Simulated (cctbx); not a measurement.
# Interatomic vectors of Rb6MgCl8

Space group Fm-3m (no. 225), a = 11.8840 Å, b = 11.8840 Å, c = 11.8840 Å, α = 90.00°, β = 90.00°, γ = 90.00°, content Rb24 Cl32 Mg4.

Simulated single-crystal data (cctbx): synchrotron X-rays, λ = 0.4959 Å, to d = 0.77 Å, 80 % of the full sphere, strongest reflection 70000 counts, noise from counting, a 1.5 % proportional error and a noise floor of 4 counts (s.d.); no absorption.

Patterson synthesis, origin scaled to 1000:

```text
Patterson group F m -3 m
      u       v       w   height  length (A)
  0.000   0.000   0.000   1000.0     0.00
  0.000   0.000   0.500    974.0     5.94
  0.000   0.250   0.250    781.8     4.20
  0.000   0.000   0.250    622.1     2.97
  0.250   0.250   0.250    615.6     5.15
  0.027   0.027   0.085     23.4     1.11
  0.026   0.026   0.414     22.4     4.94
  0.051   0.051   0.051     18.5     1.06
  0.051   0.051   0.449     18.0     5.40
  0.027   0.159   0.250     17.9     3.54
  0.000   0.029   0.159     17.6     1.92
  0.000   0.029   0.341     17.3     4.07
  0.091   0.237   0.263     17.1     4.35
  0.086   0.225   0.225     16.7     3.92
```

**Question.** Which atom pairs make the peaks, and where is the heaviest atom?

A peak at u stands for all pairs with xi − xj = u, with weight Σ ZiZj against Σ Z² = 42680 at the origin. Peak heights follow these weights only roughly, since form factors, motion and series ripples differ, all vectors within 0.55 Å of a peak are counted as merged into it though the farther ones add only part of their weight, and F(000) is left out, which lowers the whole map:

| u | v | w | shortest length (Å) | height | 1000 ΣZiZj/ΣZ² | pairs in the cell |
| --- | --- | --- | --- | --- | --- | --- |
| 0.000 | 0.000 | 0.500 | 5.94 | 974 | 987 | 24 × Rb–Rb, 32 × Cl–Cl |
| 0.000 | 0.250 | 0.250 | 4.20 | 782 | 813 | 16 × Rb–Rb, 32 × Cl–Cl, 8 × Rb–Mg |
| 0.000 | 0.000 | 0.250 | 2.97 | 622 | 746 | 48 × Rb–Cl, 8 × Cl–Mg |
| 0.250 | 0.250 | 0.250 | 5.15 | 616 | 746 | 48 × Rb–Cl, 8 × Cl–Mg |

The table stops at ten peaks or at a height of 45, below which ripples compete. In the model behind the data Rb, the heaviest element, has 1 independent site: (1/4, 1/4, 0), up to an allowed shift of origin; the Rb–Rb vectors are differences of these positions and their symmetry mates. The whole model:

```csv
atom,mult.,x,y,z,Ueq (Å²)
Rb1,24,1/4,1/4,0,0.0031
Cl1,8,1/4,1/4,3/4,0.0047
Cl2,24,0,0,0.7574,0.0048
Mg1,4,0,0,0,0.0066
```

The model was made for the exercise: a known structure type with other elements put in, its volume estimated, not relaxed; displacement parameters are assumed.

[Logs are printed without paths, hosts, clocks, repeated set-up lines and the standing remarks that a program may print on its own settings, such as how far it seeks lower states.]
